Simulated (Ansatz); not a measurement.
## SnGe2 (model cell, started as cuprite): phonons and vibrational spectra

Wanted: phonon frequencies of SnGe2 (model cell, started as cuprite) and what follows from them.

Program: Ansatz 0.2.0. Level of theory: DFT PBEsol, scalar-relativistic, plane waves, PAW. Results are calculated unless marked as measured.

Report form: the programs' logs are mostly left out.

The structure was built from a prototype and need not be the compound's stable phase.

## 1. The starting structure

It takes space group Pn-3m (No. 224, cubic). The conventional cell has a = 6.300 Å, b = 6.300 Å, c = 6.300 Å, α = 90.00°, β = 90.00°, γ = 90.00°. Sn has 4 Ge at 2.73 Å nearest. Nearest to Ge lie 2 Sn at 2.73 Å. Farther neighbours are not listed.

## 2. Relaxation

Harmonic phonons are second derivatives at a point where the forces vanish, and they are wanted at zero stress, so atoms and cell are relaxed first.

Input file input.yaml:

```yaml
crystal:
  lattice:
    - [6.30005, 0.0, 0.0]
    - [0.0, 6.30005, 0.0]
    - [0.0, 0.0, 6.30005]
  atoms:
    - { symbol: Sn, position: [0.0, 0.0, 0.0] }
    - { symbol: Sn, position: [0.5, 0.5, 0.5] }
    - { symbol: Ge, position: [0.25, 0.25, 0.25] }
    - { symbol: Ge, position: [0.75, 0.75, 0.25] }
    - { symbol: Ge, position: [0.75, 0.25, 0.75] }
    - { symbol: Ge, position: [0.25, 0.75, 0.75] }
kpoints:
  mp_grid: { grid: [6, 6, 6] }
hamiltonian:
  xc: pbesol
scf:
  occupations: { method: gaussian, width: 0.1 }
output:
  forces: true
  stress: true
  eigenvalues: true
  write_density: true
  write_potential: true
  elf: true
  volumetric_format: npy
relax:
  adjacent_minimum: "off"
  f_tol: 0.005
  max_steps: 80
  cell: { stress_tol: 0.05 }
```

The run is started by

```
> ansatz run input.yaml --threads 8 --pin off --max-ram 14336MiB --backend cpu --events-out ev --progress --plain --runs-dir out
```

Run time: 24 s. Hardware: 8 threads of Arm Neoverse N1, shared host; peak memory 1 GiB.

Step by step:

```tsv
step	energy less that of the first step (eV)	largest force component (eV/Å)	pressure (GPa)	volume (Å³)
1	0.0000	0.0000	-3.18	250.05
2	-0.4313	0.0000	-0.85	217.88
3	-0.4514	0.0000	0.28	208.16
4	-0.4529	0.0000	-0.02	210.47
5*	-0.4485	0.0000	-0.02	210.47
```

Relaxation steps marked * repeat the geometry before them on a plane-wave basis chosen anew for their cell, so energy and pressure can jump there.

The run keeps the 48 symmetry operations that it works with, so distortions that break them were not tested.

```tsv
conventional cell, symmetrised	before	after	change
a (Å)	6.300	5.948	-5.6 %
b (Å)	6.300	5.948	-5.6 %
c (Å)	6.300	5.948	-5.6 %
volume (Å³/atom)	41.68	35.08	-15.8 %
```

The relaxed structure:

```xyz
6
Lattice="5.9483 0.0000 0.0000 0.0000 5.9483 0.0000 0.0000 0.0000 5.9483" Properties=species:S:1:pos:R:3 pbc="T T T"
Sn    0.0000    0.0000    0.0000
Sn    2.9742    2.9742    2.9742
Ge    1.4871    1.4871    1.4871
Ge    4.4612    4.4612    1.4871
Ge    4.4612    1.4871    4.4612
Ge    1.4871    4.4612    4.4612
```

Numbers from this step:

* pressure: -0.02023 GPa
* volume per atom: 35.08 Å³
* gap on the k-mesh: 0 eV

ELF in the ac plane at fractional y = 0.250, with atoms of Ge within 0.2 Å of it. It is the smooth field of the valence electrons, not physical close to the nuclei.

Values, 16 rows by 16 columns, each cell a mean:
```
0.33 0.30 0.28 0.26 0.24 0.20 0.15 0.13 0.21 0.38 0.49 0.50 0.51 0.52 0.48 0.39
0.34 0.26 0.19 0.14 0.10 0.08 0.08 0.15 0.34 0.50 0.46 0.42 0.42 0.48 0.54 0.48
0.36 0.21 0.13 0.07 0.05 0.05 0.08 0.20 0.44 0.48 0.38 0.20 0.15 0.31 0.48 0.52
0.36 0.17 0.08 0.05 0.04 0.05 0.10 0.24 0.47 0.47 0.31 0.07 0.07 0.15 0.42 0.51
0.34 0.14 0.06 0.04 0.05 0.07 0.14 0.26 0.47 0.50 0.36 0.12 0.07 0.20 0.42 0.50
0.28 0.11 0.07 0.06 0.08 0.13 0.19 0.28 0.43 0.54 0.47 0.36 0.31 0.38 0.46 0.49
0.18 0.11 0.11 0.14 0.17 0.21 0.26 0.30 0.37 0.49 0.54 0.50 0.47 0.48 0.50 0.38
0.14 0.18 0.28 0.34 0.36 0.36 0.34 0.33 0.34 0.37 0.43 0.47 0.47 0.44 0.34 0.21
0.21 0.38 0.49 0.50 0.51 0.52 0.48 0.39 0.33 0.30 0.28 0.26 0.24 0.20 0.15 0.13
0.34 0.50 0.46 0.42 0.42 0.48 0.54 0.48 0.34 0.26 0.19 0.14 0.10 0.08 0.08 0.15
0.44 0.48 0.38 0.20 0.15 0.31 0.48 0.52 0.36 0.21 0.13 0.07 0.05 0.05 0.08 0.20
0.47 0.47 0.31 0.07 0.07 0.15 0.42 0.51 0.36 0.17 0.08 0.05 0.04 0.05 0.10 0.24
0.47 0.50 0.36 0.12 0.07 0.20 0.42 0.50 0.34 0.14 0.06 0.04 0.05 0.07 0.14 0.26
0.43 0.54 0.47 0.36 0.31 0.38 0.46 0.49 0.28 0.11 0.07 0.06 0.08 0.13 0.19 0.28
0.37 0.49 0.54 0.50 0.47 0.48 0.50 0.38 0.18 0.11 0.11 0.14 0.17 0.21 0.26 0.30
0.34 0.37 0.43 0.47 0.47 0.44 0.34 0.21 0.14 0.18 0.28 0.34 0.36 0.36 0.34 0.33
```
Columns run along a (5.9 Å), rows up along c (5.9 Å). Atoms in or near the plane, at fractional coordinates: Ge at (0.25, 0.25), Ge at (0.75, 0.75).

Electrostatic potential energy in the ac plane at fractional y = 0.250, with atoms of Ge within 0.2 Å of it. With pseudopotentials it is smooth inside the atoms' cores, unlike the true potential.

Ten even steps from '0' (-34 eV) to '9' (9 eV), each cell a mean:
```
9999999999988889
9999999998754688
9999999997410268
9999999997200048
9999999997300158
9999999998532479
9999999998877789
9999999999999999
9998888999999999
9875468899999999
9741026899999999
9720004899999999
9730015899999999
9853247999999999
9887778999999999
9999999999999999
```
Columns run along a (5.9 Å; values clipped at the 3rd and 97th percentile), rows up along c (5.9 Å). Atoms in or near the plane, at fractional coordinates: Ge at (0.25, 0.25), Ge at (0.75, 0.75).

Valence density in the ac plane at fractional y = 0.250, with atoms of Ge within 0.2 Å of it. It is the smooth field of the valence electrons, not physical close to the nuclei.

Ten steps, logarithmic in the rise over the least value, from '_' (0 e/Å³) to '@' (31 e/Å³), each cell a mean:
```
________________________....____
____________________..::::::..__
__________________..::++**==::..
__________________..==%%@@**::..
__________________..--##%%++::__
__________________..::--==::..__
____________________........____
________________________________
________....____________________
____..::::::..__________________
__..::++**==::..________________
__..==%%@@**::..________________
__..--##%%++::__________________
__..::--==::..__________________
____........____________________
________________________________
```
Columns run along a (5.9 Å), rows up along c (5.9 Å). Atoms in or near the plane, at fractional coordinates: Ge at (0.25, 0.25), Ge at (0.75, 0.75).

In this step the volume went from 41.68 to 35.08 Å³/atom.

## 3. Relaxation

The relaxation is repeated from its end on the same settings, as a check that it has come to rest.

input.yaml, the sections that differ from step 2:

```yaml
crystal:
  lattice:
    - [5.9483263986, 0.0, 0.0]
    - [0.0, 5.9483263986, 0.0]
    - [0.0, 0.0, 5.9483263986]
  atoms:
    - { symbol: Sn, position: [0.0, 0.0, 0.0] }
    - { symbol: Sn, position: [0.5, 0.5, 0.5] }
    - { symbol: Ge, position: [0.25, 0.25, 0.25] }
    - { symbol: Ge, position: [0.75, 0.75, 0.25] }
    - { symbol: Ge, position: [0.75, 0.25, 0.75] }
    - { symbol: Ge, position: [0.25, 0.75, 0.75] }
output:
  forces: true
  stress: true
  eigenvalues: true
# kpoints, hamiltonian, scf, relax: as in step 2
```

The job ended after 8.6 s (8 threads; peak memory 0.88 GiB; 64 s of CPU time).

Little changed from the start: no atom moved by 0.005 Å and no cell edge by 0.1 %.

Numbers from this step:

| Item | Value |
| --- | --- |
| pressure | -0.02022 GPa |

In this step the volume went from 35.08 to 35.08 Å³/atom.

## 4. Tight relaxation

Phonons need a cell at rest on their own settings, so the relaxation is repeated with tight tolerances on forces and stress on the k mesh and occupations of the first response run.

input.yaml: that of step 3 with these lines changed.

```diff
@@ -17,3 +17,3 @@
 scf:
-  occupations: { method: gaussian, width: 0.1 }
+  occupations: { method: methfessel_paxton, width: 0.2 }
 output:
@@ -24,4 +24,4 @@
   adjacent_minimum: "off"
-  f_tol: 0.005
-  max_steps: 80
-  cell: { stress_tol: 0.05 }
+  f_tol: 0.001
+  max_steps: 60
+  cell: { stress_tol: 0.01 }
```

Elapsed: 12 s, on 8 threads; peak memory 0.88 GiB; 87 s of CPU time.

Little changed from the start: no atom moved by 0.005 Å and no cell edge by 0.1 %.

This step gave:

- pressure: -0.001873 GPa
- volume per atom: 35.03 Å³

The forces vanish by symmetry and the pressure is -0.002 GPa, within the tolerances set. The cell now holds 35.03 Å³/atom.

## 5. Zone-centre response

The zone centre comes first: it holds the modes that light can see, as far as symmetry allows. No field response is asked, since the mesh shows no gap.

input.yaml, the sections that differ from step 4:

```yaml
crystal:
  lattice:
    - [5.9457589544, 0.0, 0.0]
    - [0.0, 5.9457589544, 0.0]
    - [0.0, 0.0, 5.9457589544]
  atoms:
    - { symbol: Sn, position: [0.0, 0.0, 0.0] }
    - { symbol: Sn, position: [0.5, 0.5, 0.5] }
    - { symbol: Ge, position: [0.25, 0.25, 0.25] }
    - { symbol: Ge, position: [0.75, 0.75, 0.25] }
    - { symbol: Ge, position: [0.75, 0.25, 0.75] }
    - { symbol: Ge, position: [0.25, 0.75, 0.75] }
output:
  eigenvalues: true
phonons:
  method: dfpt
# kpoints, hamiltonian, scf: as in step 4
# relax: removed
```

Wall time 62 s (8 threads); peak memory 2.7 GiB.

Numbers from this step:

```
sum-rule residual before enforcement                    : 6.88e-5 eV/Å²
point group                                             : m-3m
highest optical mode at the zone centre (no LO-TO term) : 258.1 cm⁻¹
lowest optical zone-centre mode                         : -111.8 cm⁻¹
```

Patterns of degenerate modes are one choice out of their space. Modes at Γ, with each element's share of the kinetic energy (negative means imaginary):

```tsv
mode	frequency (cm⁻¹)	symmetry	Sn %	Ge %
1	-111.8	T2u	0	100
2	-111.8	T2u	0	100
3	-111.8	T2u	0	100
4	-111.5	Eu	0	100
5	-111.5	Eu	0	100
6	-89.1	T1u	30	70
7	-89.1	T1u	30	70
8	-89.1	T1u	29	71
9	0.0	acoustic	45	55
10	0.0	acoustic	45	55
11	0.0	acoustic	45	55
12	121.0	T2g	100	0
13	121.0	T2g	100	0
14	121.0	T2g	100	0
15	217.0	A2u	0	100
16	258.1	T1u	26	74
17	258.1	T1u	26	74
18	258.1	T1u	26	74
```

Displacements in mode 1 (-111.8 cm⁻¹), the largest set to 1:
```
Sn1  0.00  0.00  0.00
Sn2  0.00  0.00  0.00
Ge3  0.48 -0.42 -0.06
Ge4  0.58 -0.52  0.06
Ge5 -0.58  0.42  1.00
Ge6 -0.48  0.52 -1.00
```

Displacements in mode 7 (-89.1 cm⁻¹), the largest set to 1:
```
Sn1  0.15 -0.60 -0.48
Sn2  0.15 -0.60 -0.48
Ge3 -0.99  0.23  0.03
Ge4 -0.22  1.00  0.76
Ge5 -0.03  0.76  1.00
Ge6  0.75 -0.01 -0.21
```

Before it was imposed, the acoustic sum rule was missed by 6.9e-5 eV/Å². Small misses are needed for a sound result but don't prove that mesh and cutoff are converged. The lowest optical mode is imaginary, 111.8i cm⁻¹, so the energy falls along it.

## 6. Phonons on a q mesh

Stability and thermal properties need the whole zone. Linear response on a 2×2×2 q mesh gives force constants as far as a supercell of that size would.

input.yaml: that of step 5 with these lines changed.

```diff
@@ -22 +22,8 @@
   method: dfpt
+  qmesh: [2, 2, 2]
+  temperatures: { t_max: 1000, t_step: 50 }
+  qpath:
+    path:
+      - [[0.0, 0.0, 0.0], [0.0, 0.5, 0.0], [0.5, 0.5, 0.0], [0.0, 0.0, 0.0], [0.5, 0.5, 0.5], [0.0, 0.5, 0.0]]
+      - [[0.5, 0.5, 0.5], [0.5, 0.5, 0.0]]
+    npoints: 10
```

It took 4.9 min on 8 threads; peak memory 3.3 GiB.

This step gave:

- sum-rule residual before enforcement: 6.44e-5 eV/Å²
- lowest frequency on the path: -124.8 cm⁻¹
- highest frequency on the path or at a solved wavevector: 259.0 cm⁻¹
- lowest mode on the q mesh (acoustic modes at Γ apart): -124.8 cm⁻¹

Frequencies (cm⁻¹) solved at each irreducible wavevector; negative means imaginary. Frequencies by wavevector, by row:

```tsv
q in reciprocal lattice units	star	mode 1	mode 2	mode 3	mode 4	mode 16	mode 17	mode 18
0 0 0	1	-111.8	-111.8	-111.8	-111.5	258.1	258.1	258.1
0 0 -0.5	3	-119.4	-119.4	-104.3	-104.3	241.2	259	259
0 -0.5 -0.5	3	-114.8	-114.8	-105.2	-105.2	236.5	255.8	255.8
-0.5 -0.5 -0.5	1	-124.8	-124.8	-124.8	-84.4	259	259	259
```

Interpolated from a 2×2×2 q mesh. The phonon branches at the labelled points (cm⁻¹):

```tsv
point	branch 1	branch 2	branch 3	branch 4	branch 15	branch 16	branch 17	branch 18
Γ	-112	-112	-112	-112	217	258	258	258
halfway	-116	-116	-111	-105	226	254	258	258
X	-119	-119	-104	-104	241	241	259	259
halfway	-115	-115	-109	-109	239	239	258	258
M	-115	-115	-105	-105	236	236	256	256
halfway	-114	-114	-110	-110	229	250	257	258
Γ	-112	-112	-112	-112	217	258	258	258
halfway	-118	-118	-101	-101	227	249	258	258
R	-125	-125	-125	-84	210	259	259	259
halfway	-120	-118	-108	-103	226	248	257	258
X	-119	-119	-104	-104	241	241	259	259
jump to R	-125	-125	-125	-84	210	259	259	259
halfway	-122	-122	-114	-93	219	252	257	257
M	-115	-115	-105	-105	236	236	256	256
```

Tetrahedra on a 12×12×12 mesh, mean over bins of 5 cm-1. Interpolated from a 2×2×2 q mesh. The phonon density of states by wavenumber; read off at these points:

```tsv
wavenumber (cm⁻¹)	phonon density of states (1/cm⁻¹/cell)
-128	1.1e-4
-118	0.250
-108	0.180
-98	0.139
-88	0.234
-78	0.0784
-68	0
-52	0
-42	0
-32	0.161
-22	0.0269
-12	0.00657
-2	0.00124
8	0.0016
18	0.00373
28	0.0079
38	0.0143
48	0.0292
58	0.0264
72	0.00473
82	0.0263
92	0.0425
102	0.0202
112	0.0114
118	0.289
122	0.118
132	0
142	0
152	0
162	0
172	0
182	0
198	0
208	0
218	0.0128
228	0.0674
238	0.0243
248	0.0872
258	0.413
```

The partial phonon density of states has structure finer than the step of the table below, so its rows give means over 10 cm⁻¹, whole bins alone (the curve runs from -134 to 277 cm⁻¹). Peaks (cm⁻¹: height): Ge -116.3: 0.213, -85.2: 0.202, -33.5: 0.0582, 230.2: 0.0568, 258.7: 0.196; Sn -33.5: 0.113, 119.0: 0.231, 258.7: 0.0683.

Phonopy on the run's constants, 9x9x9 mesh, Gaussian sigma 2.9 cm-1. Interpolated from a 2×2×2 q mesh. Table of partial phonon density of states by wavenumber; means over each step; values in 1/cm⁻¹/cell:

```tsv
wavenumber (cm⁻¹)	Ge	Sn
-120	0.135	0.00573
-110	0.179	0.00456
-100	0.137	0.00418
-90	0.178	0.0126
-80	0.118	0.00650
-70	0.0105	1.2e-4
-60	1.1e-5	0
-50	9.9e-5	2.0e-4
-40	0.0232	0.0467
-30	0.0376	0.0673
-20	0.0107	0.0133
-10	0.00269	0.00278
0	2.4e-4	2.0e-4
10	6.4e-4	7.7e-4
20	0.00206	0.00347
30	0.00367	0.00689
40	0.00493	0.0118
50	0.00788	0.0208
60	0.00541	0.0157
70	0.00329	0.0103
80	0.00389	0.0151
90	0.00645	0.0296
100	0.00355	0.0214
110	0.00185	0.0409
120	0.00335	0.159
130	1.8e-4	0.0114
140	0	1.1e-6
150	0	0
160	0	0
170	0	0
180	0	0
190	0	0
200	2.2e-5	3.0e-7
210	0.00298	1.6e-4
220	0.0221	0.00232
230	0.0492	0.00804
240	0.0364	0.00897
250	0.0771	0.0245
260	0.123	0.0425
270	0.00244	8.5e-4
```

Symmetry leaves 4 wavevectors to solve. The lowest mode among them, the acoustic zeros apart, lies at q = (-0.5, -0.5, -0.5) and is imaginary, 124.8i cm⁻¹, so the energy falls along it.

## 7. What came out

```json
{"space group after relaxation (within 0.01 Å)": "Pn-3m", "volume per atom": "35.0 Å³", "electronic character": "no gap on this mesh", "highest optical mode at the zone centre (no LO-TO term)": "258 cm⁻¹", "lowest optical zone-centre mode": "-112 cm⁻¹", "lowest mode on the q mesh (acoustic modes at Γ apart)": "-125 cm⁻¹", "highest frequency on the path or at a solved wavevector": "259 cm⁻¹", "imaginary modes on the 2×2×2 q mesh": "yes"}
```

Modes are clearly imaginary (beyond 10i cm⁻¹) at 4 of the 4 irreducible wavevectors, most at q = (-0.5, -0.5, -0.5) (124.8i cm⁻¹), so this structure is not a minimum of the energy. The optical modes at Γ span -112 to 258 cm⁻¹ (negative means imaginary). The highest mode in this list at Γ, 258.1 cm⁻¹, is mostly motion of Ge (74 % of the kinetic energy). With no gap, or one that is small against the smearing, the frequencies hang on the k mesh and the smearing, most of all near Kohn anomalies. Spin-orbit coupling is left out, which can matter for the heavy elements here. The starting cell was built on a prototype and not taken from a measurement, so the phase need not exist. These are harmonic frequencies at zero temperature: anharmonic shifts, linewidths and thermal expansion are left out.

[Logs are printed without paths, hosts, clocks, repeated set-up lines and the standing remarks that a program may print on its own settings, such as how far it seeks lower states.]

[Hosts, paths, dates, database ids (printed as entryN), source tags and the programs' standing remarks are cut or masked in the printed files.]
